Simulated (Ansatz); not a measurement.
Ge5F2 (fluorine-terminated (110) film, 5 layers), computed twice by G0W0.

The cell holds 14 atoms: 10 Ge and 4 F. Cell: a = 4.001 Å, b = 5.658 Å, c = 44.800 Å, α = 90.0°, β = 90.0°, γ = 90.0°. It derives from Ge. Vacuum lies along c.

```
Ge F
1.0
     4.00081    0.00000    0.00000
     0.00000    5.65800    0.00000
     0.00000    0.00000   44.80000
Ge F
10 4
Direct
  0.00000 0.00347 0.41078
  0.00000 0.75002 0.45535
  0.50000 0.49998 0.45535
  0.50000 0.24653 0.41078
  0.00000 0.00022 0.50000
  0.00000 0.75002 0.54465
  0.50000 0.49998 0.54465
  0.50000 0.24978 0.50000
  0.00000 0.00347 0.58922
  0.50000 0.24653 0.58922
  0.00000 0.81851 0.37965
  0.50000 0.43149 0.37965
  0.00000 0.81851 0.62035
  0.50000 0.43149 0.62035
```

The structure was relaxed with PBEsol (ions only). The runs that relaxed it are not among those shown.

The first (Ansatz 0.2.0; start PBEsol, 4×4×1 mesh, 1495 empty bands, screening to 75 eV, PAW set soft_1 files; 1 × NVIDIA H100 80GB HBM3 (shared by 6 runs) with 3 threads of AMD EPYC 7R13 (Zen 3), shared host) gave, on its mesh: starting gap 0.56 eV, G0W0 gap 1.14 eV, mean of 1 + 4πα/V (set by the cell height) 10.09, 3 min.

The second changes empty bands from 1495 to 604 and screening cutoff (eV) from 75.0 to 41. What does it give?

It gave: starting gap 0.56 eV, G0W0 gap 1.00 eV, mean of 1 + 4πα/V (set by the cell height) 10.34, 82 s. The G0W0 gap moves by −0.14 eV, +0.00 eV from the start and −0.14 eV from the correction.

Limits: not at the basis limit; coarse mesh for a sheet; no spin-orbit coupling.

[Paths, hosts, dates, memory and timing lines, banners, echoed tables and standing remarks are left out of the program output.]

[Logs are printed without paths, hosts, clocks, repeated set-up lines and the standing remarks that a program may print on its own settings, such as how far it seeks lower states.]

[Runs of the session that timed out or met a known fault of the program may be left out.]

[Cells called generated may have been cut or substituted from an entry of the Crystallography Open Database or the Materials Project.]

[Hosts, paths, dates, database ids (printed as entryN), source tags and the programs' standing remarks are cut or masked in the printed files.]
